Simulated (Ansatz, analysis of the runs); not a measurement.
# A defect in a wire: Ta wire along [111], 4 atoms a period, divacancy of Ta and Ta, part 2 of 2

What does the defect do to the conductance?

Ansatz 0.2.0; DFT PBE, plane waves, PAW; relaxation of a wire's period (the session's first sound run).

So far, conductance of the lead as this run defines it (G₀): step 3 (the wire at its relaxed period) 3.16.

### 5. The open system

This step: DFT PBE, plane waves, PAW; transmission of a junction in a wire (Ansatz 0.2.0).

The cell is now read as a scatterer between two semi-infinite leads, named by two sites one period apart. The scattering states in its self-consistent potential are matched to the leads' states at each energy. One point across is taken, as for a wire in vacuum.

File input.yaml:

```yaml
crystal:
  lattice:
    - [9.148, 0.0, 0.0]
    - [0.0, 10.866, 0.0]
    - [0.0, 0.0, 28.4542603918]
  atoms:
    - { symbol: Ta, position: [0.335758967, 0.501822954, 0.9814814814] }
    - { symbol: Ta, position: [0.502171246, 0.638029298, 0.0370370369] }
    - { symbol: Ta, position: [0.497784429, 0.361970702, 0.0370370369] }
    - { symbol: Ta, position: [0.664196708, 0.498177046, 0.0925925924] }
    - { symbol: Ta, position: [0.335758967, 0.501822954, 0.0925925924] }
    - { symbol: Ta, position: [0.502171246, 0.638029298, 0.1481481479] }
    - { symbol: Ta, position: [0.497784429, 0.361970702, 0.1481481479] }
    - { symbol: Ta, position: [0.664196708, 0.498177046, 0.2037037034] }
[... 22 atom lines left out ...]
    - { symbol: Ta, position: [0.335758967, 0.501822954, 0.8703703704] }
    - { symbol: Ta, position: [0.502171246, 0.638029298, 0.9259259259] }
    - { symbol: Ta, position: [0.497784429, 0.361970702, 0.9259259259] }
    - { symbol: Ta, position: [0.664196708, 0.498177046, 0.9814814814] }
kpoints:
  mp_grid: { grid: [1, 1, 3] }
scf:
  occupations: { method: fermi_dirac, width: 0.05 }
hamiltonian:
  xc: pbe
output:
  transmission:
    e_range: [-1.26, 1.26]
    de: 0.035
    kmesh: [1, 1]
    reduced_basis: true
    leads: [[30, 0]]
  dos: { projected: true, e_range: [-4, 3] }
  write_potential: true
  write_density: true
  volumetric_format: npy
  elf: true
basis:
  ecutwfc: "350 eV"
```

Started as:

```console
$ ansatz run input.yaml --threads 4 --pin off --max-ram 16384MiB --backend cpu --events-out ev --progress --plain --runs-dir out
```

Elapsed: 6.2 min, on 4 threads of Arm Neoverse V1, shared host; peak memory 4.4 GiB.

Numbers from this step:

* energy at zero smearing: -337626.1635 eV
* transmission at the energy nearest the Fermi level, one spin: 0.8614
* step of the lead's Hamiltonian: 20.5 meV
* conductance of the junction: 0.9175 G₀

Transmission, one spin against energy, zero at the Fermi level:

energy (eV), transmission, one spin and a bar from the least value:
```
    -1.26       1.97 ########################
    -1.19       2.03 #########################
    -1.12       1.97 ########################
    -1.05       1.89 #######################
    -0.98       1.56 #################
    -0.91       1.56 #################
    -0.84       1.17 ##########
    -0.77       0.62 
    -0.70       0.86 ####
    -0.63       1.01 #######
    -0.59       0.96 ######
    -0.53       1.02 #######
    -0.46       1.02 #######
    -0.39       1.06 ########
    -0.32       1.22 ###########
    -0.24       1.19 ##########
    -0.17       1.16 ##########
    -0.10       1.13 #########
    -0.04       1.02 #######
     0.00       0.86 ####
     0.04       0.66 #
     0.10       0.97 ######
     0.17       1.21 ###########
     0.24       1.35 #############
     0.32       1.45 ###############
     0.35       2.01 #########################
     0.39       1.53 ################
     0.46       1.51 ################
     0.53       1.55 #################
     0.59       1.63 ##################
     0.63       1.74 ####################
     0.70       1.82 #####################
     0.77       1.46 ###############
     0.84       1.31 ############
     0.88       2.24 #############################
     0.91       2.11 ###########################
     0.98       1.80 #####################
     1.05       1.37 #############
     1.12       2.03 #########################
     1.19       2.11 ###########################
     1.26       2.29 ##############################
```

Table of open channels of the lead, one spin by energy, zero at the Fermi level:

```
energy (eV)  open channels of the lead, one spin
      -1.26                                    7
      -1.19                                    7
      -1.08                                    6
      -1.01                                    5
      -0.91                                    4
      -0.84                                    4
      -0.73                                    4
      -0.67                                    4
      -0.56                                    4
      -0.49                                    4
      -0.39                                    5
      -0.32                                    3
      -0.21                                    2
      -0.14                                    3
      -0.04                                    3
       0.00                                    3
       0.04                                    3
       0.14                                    5
       0.21                                    5
       0.32                                    5
       0.39                                    5
       0.49                                    5
       0.56                                    5
       0.67                                    6
       0.73                                    5
       0.84                                    5
       0.91                                    7
       1.01                                    7
       1.08                                    7
       1.19                                    6
       1.26                                    6
```

Projected DOS an atom over height of the atomic layer and energy from the Fermi level.  broadened by a Gaussian of 0.15 eV, since few k-points sample the long cell.

Values in states/eV, 12 rows by 16 columns, each cell a mean:
```
1.35 1.40 1.35 1.58 1.42 1.57 1.53 1.38 1.31 1.38 1.43 1.34 1.33 1.30 1.33 1.50
1.59 1.51 1.52 1.44 1.47 1.81 1.86 1.68 1.14 1.51 1.70 1.75 1.54 1.59 1.59 1.48
1.08 1.07 1.02 1.06 1.27 1.53 1.66 1.73 1.02 1.32 1.26 1.22 1.08 1.10 1.09 1.11
0.98 0.97 0.96 0.90 1.07 1.12 0.91 1.17 0.84 1.02 0.92 1.03 0.89 0.96 0.97 0.92
0.86 0.83 0.78 0.88 0.87 1.04 1.01 0.97 0.84 0.78 0.57 0.66 0.81 0.84 0.85 0.83
1.03 1.06 1.22 1.46 1.47 1.61 1.62 1.61 1.80 1.46 1.38 1.17 1.15 1.04 1.06 1.11
2.23 2.19 2.10 1.85 1.81 1.80 1.67 1.77 1.65 1.50 1.81 2.02 2.09 2.16 2.16 2.14
1.01 1.03 1.04 1.01 1.22 1.39 1.49 1.50 1.28 1.29 1.19 1.22 1.10 1.08 1.06 1.05
1.31 1.32 1.36 1.40 1.13 0.93 1.05 1.01 1.19 1.39 1.43 1.38 1.33 1.28 1.32 1.32
0.93 0.87 0.79 0.91 1.15 1.17 1.15 1.11 1.05 1.08 0.90 0.82 0.94 0.91 0.87 0.89
0.74 0.77 0.88 0.91 0.86 0.75 0.75 0.77 0.88 0.90 0.95 0.84 0.73 0.80 0.81 0.78
0.83 0.93 0.94 0.87 0.65 0.58 0.60 0.59 0.62 0.82 0.97 0.95 0.84 0.76 0.73 0.75
```
Columns: height of the atomic layer (Å) from 1.05 to 27.9 (not evenly spaced); rows upwards: energy from the Fermi level (eV) from -3.98 to 1.47.

Electrostatic potential energy in the ca plane at fractional y = 0.497, with atoms of Ta within 0.2 Å of it. With pseudopotentials it is smooth inside the atoms' cores, unlike the true potential.

Ten even steps from '0' (-68 eV) to '9' (5 eV), each cell a mean:
```
99999999999999999999999999999999999999999999
99999999999999999999999999999999999999999999
99999999999999999999999999999999999999999999
99999999999999999999999999999999999999999999
99999999999999988999999988899999988899999888
99999989999999877789999866689998766789998766
99998877899998643478998631368998522478987422
99997544689998510158998510047997300168986200
99986301479998400158998510158997400268986200
99986300379998632368999753478998643579997534
99997523589999876789999887889999877899999877
98888767899999998999999999999999999999999999
87778999999999998899999988899999988999999988
76568999899999876678999865689998765789998766
76678987668999741147998631268998521379997412
87788863236898620027998510047997300168986200
99999851004898630037998520158997410268986300
99999852015899864468998754578998644579997544
99999975457899987789999887789999877889998877
99999987778999999999999999999999999999999999
99999999999999999999999999999999999999999999
99999999999999999999999999999999999999999999
99999999999999999999999999999999999999999999
99999999999999999999999999999999999999999999
```
Columns run along c (16.0 Å, from fractional 0.44 to 1.00 of the cell; values clipped at the 3rd and 97th percentile), rows up along a (9.1 Å). Atoms in or near the plane, at fractional coordinates: Ta at (0.98, 0.34), Ta at (0.54, 0.29), Ta at (0.64, 0.65), Ta at (0.65, 0.34), Ta at (0.76, 0.66), Ta at (0.76, 0.34), Ta at (0.87, 0.66), Ta at (0.87, 0.34), Ta at (0.98, 0.66).

Valence density in the ca plane at fractional y = 0.497, with atoms of Ta within 0.2 Å of it. It is the smooth field of the valence electrons, not physical close to the nuclei.

Values in e/Å³, 13 rows by 16 columns, each cell a mean:
```
0.0 0.0 0.0 0.0 0.0 0.0 0.0 0.0 0.0 0.0 0.0 0.0 0.0 0.0 0.0 0.0
0.0 0.0 0.0 0.0 0.0 0.0 0.0 0.0 0.0 0.0 0.0 0.0 0.0 0.0 0.0 0.0
0.0 0.0 0.0 0.0 0.0 0.1 0.1 0.1 0.1 0.2 0.1 0.1 0.2 0.1 0.1 0.3
0.0 0.1 0.5 0.2 0.1 1.7 1.6 0.2 1.2 2.9 0.3 0.8 3.1 0.5 0.5 3.1
0.1 0.7 3.7 0.8 0.3 3.1 2.9 0.3 1.8 3.7 0.6 1.3 4.0 0.9 0.8 4.0
0.2 0.8 3.4 0.8 0.3 1.2 1.2 0.3 0.6 1.1 0.4 0.5 1.2 0.4 0.4 1.2
0.5 0.5 0.6 0.4 0.4 0.4 0.4 0.3 0.4 0.4 0.3 0.3 0.4 0.3 0.3 0.4
1.1 0.7 0.4 0.6 0.4 1.1 1.8 0.4 0.9 1.9 0.4 0.7 2.1 0.5 0.5 2.1
0.4 0.4 1.9 2.7 0.4 2.5 3.6 0.4 1.9 3.9 0.6 1.3 4.2 0.9 0.8 4.2
0.1 0.2 2.2 3.0 0.3 1.0 1.7 0.2 0.7 1.9 0.2 0.5 2.0 0.3 0.3 2.1
0.0 0.1 0.4 0.5 0.1 0.1 0.1 0.0 0.1 0.1 0.1 0.1 0.1 0.1 0.1 0.1
0.0 0.0 0.0 0.0 0.0 0.0 0.0 0.0 0.0 0.0 0.0 0.0 0.0 0.0 0.0 0.0
0.0 0.0 0.0 0.0 0.0 0.0 0.0 0.0 0.0 0.0 0.0 0.0 0.0 0.0 0.0 0.0
```
Columns run along c (16.0 Å, from fractional 0.44 to 1.00 of the cell), rows up along a (9.1 Å). Atoms in or near the plane, at fractional coordinates: Ta at (0.98, 0.34), Ta at (0.54, 0.29), Ta at (0.64, 0.65), Ta at (0.65, 0.34), Ta at (0.76, 0.66), Ta at (0.76, 0.34), Ta at (0.87, 0.66), Ta at (0.87, 0.34), Ta at (0.98, 0.66).

ELF in the ca plane at fractional y = 0.497, with atoms of Ta within 0.2 Å of it. It is the smooth field of the valence electrons, not physical close to the nuclei.

Values, 13 rows by 16 columns, each cell a mean:
```
0.00 0.00 0.01 0.01 0.02 0.04 0.06 0.08 0.06 0.05 0.09 0.08 0.05 0.09 0.09 0.05
0.02 0.01 0.02 0.05 0.07 0.06 0.10 0.20 0.11 0.07 0.20 0.16 0.07 0.18 0.19 0.07
0.08 0.05 0.05 0.16 0.17 0.09 0.11 0.26 0.13 0.15 0.23 0.17 0.15 0.19 0.20 0.15
0.20 0.12 0.30 0.21 0.24 0.48 0.47 0.25 0.38 0.59 0.26 0.33 0.61 0.28 0.28 0.61
0.37 0.34 0.63 0.34 0.36 0.47 0.47 0.37 0.43 0.48 0.35 0.40 0.47 0.38 0.37 0.47
0.44 0.38 0.59 0.39 0.48 0.39 0.38 0.47 0.37 0.35 0.44 0.39 0.35 0.41 0.42 0.35
0.30 0.35 0.31 0.44 0.41 0.43 0.39 0.44 0.46 0.35 0.45 0.46 0.34 0.46 0.46 0.34
0.38 0.34 0.35 0.36 0.48 0.39 0.44 0.45 0.37 0.45 0.42 0.38 0.47 0.39 0.39 0.47
0.23 0.40 0.46 0.51 0.32 0.46 0.47 0.31 0.44 0.45 0.33 0.40 0.44 0.36 0.36 0.44
0.26 0.44 0.50 0.57 0.23 0.37 0.50 0.22 0.31 0.53 0.23 0.27 0.56 0.24 0.24 0.56
0.24 0.34 0.21 0.26 0.27 0.17 0.10 0.23 0.14 0.08 0.22 0.16 0.08 0.20 0.20 0.08
0.12 0.19 0.08 0.07 0.26 0.21 0.11 0.18 0.13 0.07 0.16 0.13 0.07 0.16 0.15 0.07
0.03 0.05 0.04 0.05 0.11 0.10 0.07 0.07 0.06 0.05 0.06 0.06 0.05 0.06 0.06 0.04
```
Columns run along c (16.0 Å, from fractional 0.44 to 1.00 of the cell), rows up along a (9.1 Å). Atoms in or near the plane, at fractional coordinates: Ta at (0.98, 0.34), Ta at (0.54, 0.29), Ta at (0.64, 0.65), Ta at (0.65, 0.34), Ta at (0.76, 0.66), Ta at (0.76, 0.34), Ta at (0.87, 0.66), Ta at (0.87, 0.34), Ta at (0.98, 0.66).

By hand: the program gives 7.1517 × 10^13 S/m² over the cell's cross-section of 99.40 Å² = 9.940 × 10^-19 m², so one cell conducts 7.109 × 10^-5 S. Divided by G0 = 2e²/h = 7.748 × 10^-5 S this is 0.918 G0, a resistance of 14.1 kΩ.

The conductance is 0.918 G₀, with 3 channels a spin open in the lead. The lead's Hamiltonian steps by 20.5 meV, which the program lets pass, though it counts in the error estimate. The largest term of the program's error estimate is 34 %.

### 6. Landauer integrals

This step: Landauer integrals over the computed T(E), interpolated linearly between its energies (analysis of the runs above).

Conductance and thermopower are moments of T(E) over the thermal window; sliding the window along E stands for a gate that leaves T(E) rigid.

Numbers from this step:

* conductance at 300 K, interpolated from T(E): 0.9132 G₀
* thermopower at 300 K: 9.150 μV/K
* Lorenz number over L0: 1.136

T(E) held rigid; rough near sharp steps of T(E). Conductance at 300 K against shift of the leads' level:

```csv
shift of the leads' level (eV),conductance at 300 K (G₀)
-0.900,1.45
-0.800,0.891
-0.750,0.780
-0.650,0.944
-0.550,1.01
-0.450,1.05
-0.400,1.10
-0.300,1.19
-0.200,1.17
-0.150,1.15
-0.050,1.02
0.050,0.930
0.150,1.12
0.200,1.25
0.300,1.50
0.400,1.59
0.450,1.54
0.550,1.59
0.650,1.73
0.750,1.52
0.800,1.49
0.900,1.96
```

T(E) held rigid; rough near sharp steps of T(E). Table of thermopower at 300 K by shift of the leads' level:

shift of the leads' level (eV), thermopower at 300 K (μV/K) and a bar from the least value:
```
   -0.900       17.9 #####################
   -0.850       35.3 ##############################
   -0.800       35.6 ##############################
   -0.750        1.8 #############
   -0.700      -14.4 ####
   -0.650       -9.9 ######
   -0.600       -4.7 #########
   -0.550       -3.0 ##########
   -0.500       -2.8 ##########
   -0.450       -5.3 #########
   -0.400       -6.1 ########
   -0.350       -6.5 ########
   -0.300       -2.3 ##########
   -0.250        1.5 ############
   -0.200        2.7 #############
   -0.150        4.0 ##############
   -0.100        7.8 ################
   -0.050       13.9 ###################
    0.000        9.1 ################
    0.050      -11.7 ######
    0.100      -12.3 #####
    0.150      -15.0 ####
    0.200      -14.0 ####
    0.250      -12.8 #####
    0.300      -14.4 ####
    0.350       -3.9 ##########
    0.400        5.7 ###############
    0.450        1.5 ############
    0.500       -2.5 ##########
    0.550       -5.0 #########
    0.600       -6.2 ########
    0.650       -1.1 ###########
    0.700        9.5 #################
    0.750        8.5 ################
    0.800       -7.7 ########
    0.850      -22.5 
    0.900       -7.4 ########
```

The two levels move by half the bias each and T(E) is held rigid. Current from the zero-bias T(E) against bias:

| bias (V) | current from the zero-bias T(E) (μA) |
| --- | --- |
| 0.000 | 0 |
| 0.100 | 7.25 |
| 0.200 | 15.2 |
| 0.300 | 23.7 |
| 0.400 | 32.8 |
| 0.500 | 42.4 |
| 0.600 | 52.6 |
| 0.700 | 63.3 |
| 0.800 | 73.9 |
| 0.900 | 84.1 |
| 1.000 | 94.1 |
| 1.100 | 104 |
| 1.200 | 114 |
| 1.300 | 125 |
| 1.400 | 135 |
| 1.500 | 144 |
| 1.600 | 153 |
| 1.700 | 163 |
| 1.800 | 175 |
| 1.900 | 189 |

By hand, Mott's formula: S = −(π²k²T/3e) d ln T/dE, and π²k²T/3e = 7.33 μV/K × eV at 300 K. The computed T is 1.10 at -0.070 eV and 1.17 at +0.070 eV, so d ln T/dE ≈ 0.452 per eV and S ≈ -3.31 μV/K, against 9.15 from the integrals. The signs differ: ln T is not straight over the thermal window, so the sign is not firm.

The thermopower is 9.15 μV/K. The Lorenz ratio is 1.14, where the Wiedemann-Franz law gives 1. Moving the level by up to 0.1 eV either way gives -12 to 14 μV/K.

### 7. Outcome

| Item | Value |
| --- | --- |
| conductance of the perfect wire | 3.16 G₀ |
| conductance, divacancy of Ta and Ta | 0.918 G₀ |
| thermopower, divacancy of Ta and Ta | 9.15 μV/K |

In words: Summed over the computed window, 30 % of the lead's open channels pass the defect; the conductance at 300 K is 0.918 G₀. With divacancy of Ta and Ta, 28 % of the conductance of that run's own lead (3.24 G₀) is left. Transport is coherent and elastic here: the atoms are frozen, so scattering by vibrations plays no part. With divacancy of Ta and Ta several atoms of the wire itself moved far in the relaxation, so the changed stretch between the held leads may scatter as well as the defect. The free region is short: held atoms still bear up to 0.8 eV/Å after a relaxation. Spin-orbit coupling is left out, which matters for the bands of heavy atoms. One term of the program's error estimate for a conductance, of a junction or of the perfect wire, reaches 34 % in this session. A junction with open d shells ran without spin, and none was tried there; atoms at the junction may want a moment. A cutoff under the files' recommended one was taken to save time; its effect on T(E) was not tested here.

[Logs are printed without paths, hosts, clocks, repeated set-up lines and the standing remarks that a program may print on its own settings, such as how far it seeks lower states.]

[Hosts, paths, dates, database ids (printed as entryN), source tags and the programs' standing remarks are cut or masked in the printed files.]
